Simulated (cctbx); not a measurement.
**What is wrong with this refinement?**

Cell a = 11.3670 Å, b = 11.3670 Å, c = 13.9250 Å, α = 90.00°, β = 90.00°, γ = 120.00°; space group R-3c (no. 167). The compound is Sr4IrS6.

The data are simulated with cctbx, not measured: Mo Kα, λ = 0.71073 Å, to d = 0.84 Å, 80 % of the full sphere, strongest reflection 70000 counts, noise from counting, a 1.5 % proportional error and a noise floor of 15 counts (s.d.); no absorption.

An anisotropic refinement with weights 1/σ² prints:

```text
Rint 0.015, 316 unique reflections to 0.84 A
cycle     R1     wR2    GooF  max shift (A)
   1  0.0667  0.1677  18.250   0.00192
   2  0.0205  0.0597   6.498   0.00000
final R1 0.0205 wR2 0.0597 GooF 6.498  parameters 18  data/parameter 17.6
atom        x        y        z      Ueq    occ   su(xyz)  su(Uiso or U11)
Tm1    0.33333  0.66667  0.16667   0.0118  1.000  0.00000  0.0003
Sr1    0.03304  0.69971  0.08333   0.0221  1.000  0.00008  0.0004
Sr2    0.33333  0.66667  0.41667   0.0290  1.000  0.00000  0.0006
S1     0.51723  0.82357  0.26073   0.0320  1.000  0.00021  0.0010
difference map: max 2.12 min -0.95 rms 0.21
Q1    0.0000  0.0000  0.0000    6    2.13  0.00 A from Tm1
Q2    0.0068  0.1171  0.5626   36    0.30  1.56 A from Tm1
Q3    0.0199  0.1451  0.9725   36    0.28  1.59 A from Tm1
Q4    0.0000  0.0000  0.1118   12    0.27  1.56 A from Tm1
Q5    0.0073  0.4699  0.2145   36    0.26  1.24 A from Sr1
Q6    0.0229  0.1845  0.2771   36    0.25  1.80 A from S1
```

Q: Accept it or mend it, and why?

Mend it. The fault: wrong element: Tm1 is Ir. Against the right model at the same level, R1 goes from 0.0043 to 0.0205 and GooF from 0.97 to 6.50, U of Tm1 shrinks from 0.0155 to 0.0118 Å² and the top difference peak, 2.1 e/Å³, lies on Tm1. Tm1 has 8 electrons too few and its U shrinks to make up, as expected.

The compound is Sr4IrS6. The right model at the same level gives:

```text
Rint 0.015, 316 unique reflections to 0.84 A
cycle     R1     wR2    GooF  max shift (A)
   1  0.0340  0.0846   9.202   0.00177
   2  0.0043  0.0089   0.971   0.00000
final R1 0.0043 wR2 0.0089 GooF 0.971  parameters 18  data/parameter 17.6
atom        x        y        z      Ueq    occ   su(xyz)  su(Uiso or U11)
Ir1    0.33333  0.66667  0.16667   0.0155  1.000  0.00000  0.0000
Sr1    0.03305  0.69971  0.08333   0.0190  1.000  0.00001  0.0001
Sr2    0.33333  0.66667  0.41667   0.0258  1.000  0.00000  0.0001
S1     0.51716  0.82345  0.26083   0.0291  1.000  0.00003  0.0001
difference map: max 0.16 min -0.15 rms 0.05
Q1    0.0263  0.1734  0.2810   36    0.17  1.74 A from S1
Q2    0.0837  0.1512  0.1979   36    0.16  1.66 A from Sr2
Q3    0.0363  0.4931  0.2052   36    0.16  1.43 A from Sr1
Q4    0.0282  0.5119  0.1192   36    0.16  1.53 A from S1
Q5    0.0344  0.1207  0.5579   36    0.15  1.47 A from Ir1
Q6    0.0258  0.4879  0.5410   36    0.14  1.65 A from S1
```

Isotropic U is held between 0.0001 and 1 Å² by the program, and listed peak heights are interpolated, so they can pass the grid's maximum.

The model is made up (kin elements in a known structure type, no relaxation), so it says nothing on whether the phase exists.

[Middle refinement cycles are left out of these outputs.]

[Logs are printed without paths, hosts, clocks, repeated set-up lines and the standing remarks that a program may print on its own settings, such as how far it seeks lower states.]
